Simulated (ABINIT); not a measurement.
# GaBiSe3 (Pm-3m): zone-centre phonons, part 4 of 4

Aim: the zone-centre modes of GaBiSe3 (Pm-3m).

ABINIT 10.8.3; DFT LDA, scalar-relativistic, plane waves, HGH norm-conserving pseudopotentials.

So far. Step 7 (Linear response at Γ): The acoustic modes at Γ come out as far as 3.0 cm⁻¹ from zero, where they should vanish, a small numerical error. The lowest optical mode is imaginary, 103i cm⁻¹, an instability at this level and on this k mesh. Step 8 (Zone-centre analysis): The rule also moves an optical mode by 0.3 cm⁻¹. The relaxed cell has a = 4.832 Å (conventional setting).

The structure was built from a prototype and need not be the compound's stable phase.

## 9. Sum rules set otherwise (asr 0)

Without the rule the raw error of the acoustic modes shows.

Input file anaddb.abi:

```
ddb_filepath "gamma_DDB"
output_file "anaddb.abo"
outdata_prefix "anaddb"
asr 0
chneut 0
enunit 2
eivec 1
nph1l 1
qph1l 0.0 0.0 0.0 1.0
```

Input file mrgddb.in:

```
gamma_DDB
merged
2
dfpt_gammao_DDB
gso_DDB
```

The run is started by

```sh
$ mrgddb < mrgddb.in > mrgddb.log
$ OMP_NUM_THREADS=1 anaddb anaddb.abi > anaddb.log
```

anaddb.abo, the main output file:

```text
-outvars_anaddb: echo values of input variables ----------------------

 Miscellaneous information :
      enunit         2
       eivec         1
      chneut         0
 First list of wavevector (reduced coord.) :
       nph1l         1
       qph1l
                     0.00000000E+00  0.00000000E+00  0.00000000E+00    1.000E+00

================================================================================

 read the DDB information and perform some checks

  ==== Info on the Cryst% object ====
 Real(R)+Recip(G) space primitive vectors, cartesian coordinates (Bohr,Bohr^-1):
 R(1)=  9.1311562  0.0000000  0.0000000  G(1)=  0.1095152  0.0000000  0.0000000
 R(2)=  0.0000000  9.1311562  0.0000000  G(2)=  0.0000000  0.1095152  0.0000000
 R(3)=  0.0000000  0.0000000  9.1311562  G(3)=  0.0000000  0.0000000  0.1095152
 Unit cell volume ucvol=  7.6133765E+02 bohr^3
 Angles (23,13,12)=  9.00000000E+01  9.00000000E+01  9.00000000E+01 degrees
 Time-reversal symmetry is present
 Reduced atomic positions [iatom, xred, symbol]:
    1)    0.0000000  0.0000000  0.0000000  Bi
    2)    0.5000000  0.5000000  0.5000000  Ga
    3)    0.5000000  0.5000000  0.0000000  Se
    4)    0.5000000  0.0000000  0.5000000  Se
    5)    0.0000000  0.5000000  0.5000000  Se

 DDB file with 3 blocks has been read.

================================================================================

 Treat the first list of vectors

  Phonon wavevector (reduced coordinates) :  0.00000  0.00000  0.00000
 Phonon energies in Hartree :
  -4.704910E-04 -4.704910E-04 -4.704910E-04 -4.280948E-04 -4.280948E-04
  -4.280948E-04 -3.597248E-05 -3.597248E-05 -3.597248E-05  1.373677E-05
   1.373677E-05  1.373677E-05  1.072938E-03  1.072938E-03  1.072938E-03
 Phonon energies in meV     :
- -1.280271E+01 -1.280271E+01 -1.280271E+01 -1.164905E+01 -1.164905E+01
- -1.164905E+01 -9.788609E-01 -9.788609E-01 -9.788609E-01  3.737966E-01
-  3.737966E-01  3.737966E-01  2.919614E+01  2.919614E+01  2.919614E+01
 Phonon frequencies in cm-1    :
- -1.032608E+02 -1.032608E+02 -1.032608E+02 -9.395596E+01 -9.395596E+01
- -9.395596E+01 -7.895046E+00 -7.895046E+00 -7.895046E+00  3.014873E+00
-  3.014873E+00  3.014873E+00  2.354827E+02  2.354827E+02  2.354827E+02
 Phonon frequencies in Thz     :
- -3.095682E+00 -3.095682E+00 -3.095682E+00 -2.816729E+00 -2.816729E+00
- -2.816729E+00 -2.366875E-01 -2.366875E-01 -2.366875E-01  9.038362E-02
-  9.038362E-02  9.038362E-02  7.059595E+00  7.059595E+00  7.059595E+00
 Phonon energies in Kelvin  :
- -1.485693E+02 -1.485693E+02 -1.485693E+02 -1.351817E+02 -1.351817E+02
- -1.351817E+02 -1.135921E+01 -1.135921E+01 -1.135921E+01  4.337730E+00
-  4.337730E+00  4.337730E+00  3.388071E+02  3.388071E+02  3.388071E+02

 Eigendisplacements
 (will be given, for each mode : in cartesian coordinates
   for each atom the real part of the displacement vector,
   then the imaginary part of the displacement vector - absolute values smaller than 1.0d-7 are set to zero)
  Mode number    1   Energy   -4.704910E-04
 Attention : low frequency mode.
   (Could be unstable or acoustic mode)
-  1  0.00000000E+00  0.00000000E+00  9.89231566E-04
-     0.00000000E+00  0.00000000E+00  0.00000000E+00
-  2  0.00000000E+00  0.00000000E+00  4.64644183E-04
-     0.00000000E+00  0.00000000E+00  0.00000000E+00
-  3  0.00000000E+00  0.00000000E+00 -1.43411789E-04
-     0.00000000E+00  0.00000000E+00  0.00000000E+00
-  4  0.00000000E+00  0.00000000E+00 -1.43986019E-03
-     0.00000000E+00  0.00000000E+00  0.00000000E+00
-  5  0.00000000E+00  0.00000000E+00 -1.43986019E-03
-     0.00000000E+00  0.00000000E+00  0.00000000E+00
  Mode number    2   Energy   -4.704910E-04
 Attention : low frequency mode.
   (Could be unstable or acoustic mode)
-  1  0.00000000E+00  9.89231566E-04  0.00000000E+00
-     0.00000000E+00  0.00000000E+00  0.00000000E+00
-  2  0.00000000E+00  4.64644183E-04  0.00000000E+00
-     0.00000000E+00  0.00000000E+00  0.00000000E+00
-  3  0.00000000E+00 -1.43986019E-03  0.00000000E+00
-     0.00000000E+00  0.00000000E+00  0.00000000E+00
-  4  0.00000000E+00 -1.43411789E-04  0.00000000E+00
-     0.00000000E+00  0.00000000E+00  0.00000000E+00
-  5  0.00000000E+00 -1.43986019E-03  0.00000000E+00
-     0.00000000E+00  0.00000000E+00  0.00000000E+00
  Mode number    3   Energy   -4.704910E-04
 Attention : low frequency mode.
   (Could be unstable or acoustic mode)
-  1  9.89231566E-04  0.00000000E+00  0.00000000E+00
-     0.00000000E+00  0.00000000E+00  0.00000000E+00
-  2  4.64644183E-04  0.00000000E+00  0.00000000E+00
-     0.00000000E+00  0.00000000E+00  0.00000000E+00
-  3 -1.43986019E-03  0.00000000E+00  0.00000000E+00
-     0.00000000E+00  0.00000000E+00  0.00000000E+00
-  4 -1.43986019E-03  0.00000000E+00  0.00000000E+00
-     0.00000000E+00  0.00000000E+00  0.00000000E+00
-  5 -1.43411789E-04  0.00000000E+00  0.00000000E+00
-     0.00000000E+00  0.00000000E+00  0.00000000E+00
  Mode number    4   Energy   -4.280948E-04
 Attention : low frequency mode.
   (Could be unstable or acoustic mode)
-  1  0.00000000E+00  0.00000000E+00  0.00000000E+00
-     0.00000000E+00  0.00000000E+00  0.00000000E+00
-  2  0.00000000E+00  0.00000000E+00  0.00000000E+00
-     0.00000000E+00  0.00000000E+00  0.00000000E+00
-  3  0.00000000E+00  0.00000000E+00  0.00000000E+00
-     0.00000000E+00  0.00000000E+00  0.00000000E+00
-  4  0.00000000E+00  0.00000000E+00 -1.86380890E-03
-     0.00000000E+00  0.00000000E+00  0.00000000E+00
-  5  0.00000000E+00  0.00000000E+00  1.86380890E-03
-     0.00000000E+00  0.00000000E+00  0.00000000E+00
  Mode number    5   Energy   -4.280948E-04
 Attention : low frequency mode.
   (Could be unstable or acoustic mode)
-  1  0.00000000E+00  0.00000000E+00  0.00000000E+00
-     0.00000000E+00  0.00000000E+00  0.00000000E+00
-  2  0.00000000E+00  0.00000000E+00  0.00000000E+00
-     0.00000000E+00  0.00000000E+00  0.00000000E+00
-  3  0.00000000E+00  1.86380890E-03  0.00000000E+00
-     0.00000000E+00  0.00000000E+00  0.00000000E+00
-  4  0.00000000E+00  0.00000000E+00  0.00000000E+00
-     0.00000000E+00  0.00000000E+00  0.00000000E+00
-  5  0.00000000E+00 -1.86380890E-03  0.00000000E+00
-     0.00000000E+00  0.00000000E+00  0.00000000E+00
  Mode number    6   Energy   -4.280948E-04
 Attention : low frequency mode.
   (Could be unstable or acoustic mode)
-  1  0.00000000E+00  0.00000000E+00  0.00000000E+00
-     0.00000000E+00  0.00000000E+00  0.00000000E+00
-  2  0.00000000E+00  0.00000000E+00  0.00000000E+00
-     0.00000000E+00  0.00000000E+00  0.00000000E+00
-  3  1.86380890E-03  0.00000000E+00  0.00000000E+00
-     0.00000000E+00  0.00000000E+00  0.00000000E+00
-  4 -1.86380890E-03  0.00000000E+00  0.00000000E+00
-     0.00000000E+00  0.00000000E+00  0.00000000E+00
-  5  0.00000000E+00  0.00000000E+00  0.00000000E+00
-     0.00000000E+00  0.00000000E+00  0.00000000E+00
  Mode number    7   Energy   -3.597248E-05
 Attention : low frequency mode.
   (Could be unstable or acoustic mode)
-  1  0.00000000E+00  0.00000000E+00 -7.97545117E-04
-     0.00000000E+00  0.00000000E+00  0.00000000E+00
-  2  0.00000000E+00  0.00000000E+00  2.01893355E-03
-     0.00000000E+00  0.00000000E+00  0.00000000E+00
-  3  0.00000000E+00  0.00000000E+00  1.08697064E-03
-     0.00000000E+00  0.00000000E+00  0.00000000E+00
-  4  0.00000000E+00  0.00000000E+00 -4.91589534E-04
-     0.00000000E+00  0.00000000E+00  0.00000000E+00
-  5  0.00000000E+00  0.00000000E+00 -4.91589534E-04
-     0.00000000E+00  0.00000000E+00  0.00000000E+00
  Mode number    8   Energy   -3.597248E-05
 Attention : low frequency mode.
   (Could be unstable or acoustic mode)
-  1  0.00000000E+00 -7.97545117E-04  0.00000000E+00
-     0.00000000E+00  0.00000000E+00  0.00000000E+00
-  2  0.00000000E+00  2.01893355E-03  0.00000000E+00
-     0.00000000E+00  0.00000000E+00  0.00000000E+00
-  3  0.00000000E+00 -4.91589534E-04  0.00000000E+00
-     0.00000000E+00  0.00000000E+00  0.00000000E+00
-  4  0.00000000E+00  1.08697064E-03  0.00000000E+00
-     0.00000000E+00  0.00000000E+00  0.00000000E+00
-  5  0.00000000E+00 -4.91589534E-04  0.00000000E+00
-     0.00000000E+00  0.00000000E+00  0.00000000E+00
  Mode number    9   Energy   -3.597248E-05
 Attention : low frequency mode.
   (Could be unstable or acoustic mode)
-  1  7.97545117E-04  0.00000000E+00  0.00000000E+00
-     0.00000000E+00  0.00000000E+00  0.00000000E+00
-  2 -2.01893355E-03  0.00000000E+00  0.00000000E+00
-     0.00000000E+00  0.00000000E+00  0.00000000E+00
-  3  4.91589534E-04  0.00000000E+00  0.00000000E+00
-     0.00000000E+00  0.00000000E+00  0.00000000E+00
-  4  4.91589534E-04  0.00000000E+00  0.00000000E+00
-     0.00000000E+00  0.00000000E+00  0.00000000E+00
-  5 -1.08697064E-03  0.00000000E+00  0.00000000E+00
-     0.00000000E+00  0.00000000E+00  0.00000000E+00
  Mode number   10   Energy    1.373677E-05
-  1  0.00000000E+00  0.00000000E+00  1.00472482E-03
-     0.00000000E+00  0.00000000E+00  0.00000000E+00
-  2  0.00000000E+00  0.00000000E+00  1.09915336E-03
-     0.00000000E+00  0.00000000E+00  0.00000000E+00
-  3  0.00000000E+00  0.00000000E+00  1.06815853E-03
-     0.00000000E+00  0.00000000E+00  0.00000000E+00
-  4  0.00000000E+00  0.00000000E+00  1.01687466E-03
-     0.00000000E+00  0.00000000E+00  0.00000000E+00
-  5  0.00000000E+00  0.00000000E+00  1.01687466E-03
-     0.00000000E+00  0.00000000E+00  0.00000000E+00
  Mode number   11   Energy    1.373677E-05
-  1  0.00000000E+00 -1.00472482E-03  0.00000000E+00
-     0.00000000E+00  0.00000000E+00  0.00000000E+00
-  2  0.00000000E+00 -1.09915336E-03  0.00000000E+00
-     0.00000000E+00  0.00000000E+00  0.00000000E+00
-  3  0.00000000E+00 -1.01687466E-03  0.00000000E+00
-     0.00000000E+00  0.00000000E+00  0.00000000E+00
-  4  0.00000000E+00 -1.06815853E-03  0.00000000E+00
-     0.00000000E+00  0.00000000E+00  0.00000000E+00
-  5  0.00000000E+00 -1.01687466E-03  0.00000000E+00
-     0.00000000E+00  0.00000000E+00  0.00000000E+00
  Mode number   12   Energy    1.373677E-05
-  1  1.00472482E-03  0.00000000E+00  0.00000000E+00
-     0.00000000E+00  0.00000000E+00  0.00000000E+00
-  2  1.09915336E-03  0.00000000E+00  0.00000000E+00
-     0.00000000E+00  0.00000000E+00  0.00000000E+00
-  3  1.01687466E-03  0.00000000E+00  0.00000000E+00
-     0.00000000E+00  0.00000000E+00  0.00000000E+00
-  4  1.01687466E-03  0.00000000E+00  0.00000000E+00
-     0.00000000E+00  0.00000000E+00  0.00000000E+00
-  5  1.06815853E-03  0.00000000E+00  0.00000000E+00
-     0.00000000E+00  0.00000000E+00  0.00000000E+00
  Mode number   13   Energy    1.072938E-03
-  1  0.00000000E+00  0.00000000E+00  3.00257533E-05
-     0.00000000E+00  0.00000000E+00  0.00000000E+00
-  2  0.00000000E+00  0.00000000E+00  1.53878705E-03
-     0.00000000E+00  0.00000000E+00  0.00000000E+00
-  3  0.00000000E+00  0.00000000E+00 -2.14581744E-03
-     0.00000000E+00  0.00000000E+00  0.00000000E+00
-  4  0.00000000E+00  0.00000000E+00  3.53400465E-04
-     0.00000000E+00  0.00000000E+00  0.00000000E+00
-  5  0.00000000E+00  0.00000000E+00  3.53400465E-04
-     0.00000000E+00  0.00000000E+00  0.00000000E+00
  Mode number   14   Energy    1.072938E-03
-  1  0.00000000E+00 -3.00257533E-05  0.00000000E+00
-     0.00000000E+00  0.00000000E+00  0.00000000E+00
-  2  0.00000000E+00 -1.53878705E-03  0.00000000E+00
-     0.00000000E+00  0.00000000E+00  0.00000000E+00
-  3  0.00000000E+00 -3.53400465E-04  0.00000000E+00
-     0.00000000E+00  0.00000000E+00  0.00000000E+00
-  4  0.00000000E+00  2.14581744E-03  0.00000000E+00
-     0.00000000E+00  0.00000000E+00  0.00000000E+00
-  5  0.00000000E+00 -3.53400465E-04  0.00000000E+00
-     0.00000000E+00  0.00000000E+00  0.00000000E+00
  Mode number   15   Energy    1.072938E-03
-  1  3.00257533E-05  0.00000000E+00  0.00000000E+00
-     0.00000000E+00  0.00000000E+00  0.00000000E+00
-  2  1.53878705E-03  0.00000000E+00  0.00000000E+00
-     0.00000000E+00  0.00000000E+00  0.00000000E+00
-  3  3.53400465E-04  0.00000000E+00  0.00000000E+00
-     0.00000000E+00  0.00000000E+00  0.00000000E+00
-  4  3.53400465E-04  0.00000000E+00  0.00000000E+00
-     0.00000000E+00  0.00000000E+00  0.00000000E+00
-  5 -2.14581744E-03  0.00000000E+00  0.00000000E+00
-     0.00000000E+00  0.00000000E+00  0.00000000E+00

 Analysis of degeneracies and characters (maximum tolerance=1.00E-06 a.u.)
 For each vibration mode, or group of modes if degenerate,
 the characters are given for each symmetry operation (see the list in the log file).
 Symmetry characters of vibration mode #   1
       degenerate with vibration modes #   2 to    3
  3.0 -3.0 -1.0  1.0 -1.0  1.0 -1.0  1.0  1.0 -1.0 -1.0  1.0  1.0 -1.0 -1.0  1.0
 -0.0  0.0 -0.0  0.0  0.0 -0.0  0.0 -0.0  1.0 -1.0 -1.0  1.0 -1.0  1.0  1.0 -1.0
 -0.0  0.0  0.0 -0.0  0.0 -0.0 -0.0  0.0  1.0 -1.0  1.0 -1.0 -1.0  1.0 -1.0  1.0
 Symmetry characters of vibration mode #   4
       degenerate with vibration modes #   5 to    6
  3.0 -3.0 -1.0  1.0 -1.0  1.0 -1.0  1.0 -1.0  1.0  1.0 -1.0 -1.0  1.0  1.0 -1.0
 -0.0  0.0 -0.0  0.0  0.0 -0.0  0.0 -0.0 -1.0  1.0  1.0 -1.0  1.0 -1.0 -1.0  1.0
 -0.0  0.0  0.0 -0.0  0.0 -0.0 -0.0  0.0 -1.0  1.0 -1.0  1.0  1.0 -1.0  1.0 -1.0
 Symmetry characters of vibration mode #   7
       degenerate with vibration modes #   8 to    9
  3.0 -3.0 -1.0  1.0 -1.0  1.0 -1.0  1.0  1.0 -1.0 -1.0  1.0  1.0 -1.0 -1.0  1.0
 -0.0  0.0 -0.0  0.0  0.0 -0.0  0.0 -0.0  1.0 -1.0 -1.0  1.0 -1.0  1.0  1.0 -1.0
 -0.0  0.0  0.0 -0.0  0.0 -0.0 -0.0  0.0  1.0 -1.0  1.0 -1.0 -1.0  1.0 -1.0  1.0
 Symmetry characters of vibration mode #  10
       degenerate with vibration modes #  11 to   12
  3.0 -3.0 -1.0  1.0 -1.0  1.0 -1.0  1.0  1.0 -1.0 -1.0  1.0  1.0 -1.0 -1.0  1.0
  0.0 -0.0  0.0 -0.0 -0.0  0.0 -0.0  0.0  1.0 -1.0 -1.0  1.0 -1.0  1.0  1.0 -1.0
  0.0 -0.0 -0.0  0.0 -0.0  0.0  0.0 -0.0  1.0 -1.0  1.0 -1.0 -1.0  1.0 -1.0  1.0
 Symmetry characters of vibration mode #  13
       degenerate with vibration modes #  14 to   15
  3.0 -3.0 -1.0  1.0 -1.0  1.0 -1.0  1.0  1.0 -1.0 -1.0  1.0  1.0 -1.0 -1.0  1.0
  0.0 -0.0  0.0 -0.0 -0.0  0.0 -0.0  0.0  1.0 -1.0 -1.0  1.0 -1.0  1.0  1.0 -1.0
  0.0 -0.0 -0.0  0.0 -0.0  0.0  0.0 -0.0  1.0 -1.0  1.0 -1.0 -1.0  1.0 -1.0  1.0
-
```

The job ended after 0.5 s (1 thread of Arm Neoverse V2, shared host).

Read from the output:

```
highest optical zone-centre mode (no LO-TO term) : 235.5 cm⁻¹
```

Zone-centre frequencies as printed; negative means imaginary. Modes:

| mode | frequency (cm⁻¹) |
| --- | --- |
| 1 | -103.3 |
| 2 | -103.3 |
| 3 | -103.3 |
| 4 | -93.96 |
| 5 | -93.96 |
| 6 | -93.96 |
| 7 | -7.9 |
| 8 | -7.9 |
| 9 | -7.9 |
| 10 | 3.01 |
| 11 | 3.01 |
| 12 | 3.01 |
| 13 | 235.5 |
| 14 | 235.5 |
| 15 | 235.5 |

## 10. Outcome

```
space group after relaxation                                           : Pm-3m
volume per atom                                                        : 22.6 Å³
highest optical zone-centre mode (no LO-TO term)                       : 235.4 cm⁻¹
lowest optical zone-centre mode                                        : -103.3 cm⁻¹
imaginary optical modes at the zone centre (no q mesh in this session) : yes
```

At the LDA level the optical modes of GaBiSe3 (Pm-3m) at the zone centre run from 103i to 235 cm⁻¹, so the structure is a saddle point, with 6 modes beyond 10i cm⁻¹ there. The base run prints -1.1 GPa, mostly the error of a finite basis; the relaxation, with a smoothed and higher cutoff, had brought the cell to rest. These are harmonic frequencies at zero temperature: anharmonic shifts and linewidths and thermal expansion are left out. Spin-orbit coupling is left out, which can matter for the heavy elements here. The HGH files keep few electrons and have no core correction, which is cheap but rough for Bi and Ga. In a metal the frequencies hang on the k mesh and the smearing, most of all near Kohn anomalies. The structure is a hypothetical one, built on a prototype.

[Host names and launcher messages were left out of these logs when they were recorded.]

[Logs are printed without paths, hosts, clocks, repeated set-up lines and the standing remarks that a program may print on its own settings, such as how far it seeks lower states.]

[Hosts, paths, dates, database ids (printed as entryN), source tags and the programs' standing remarks are cut or masked in the printed files.]
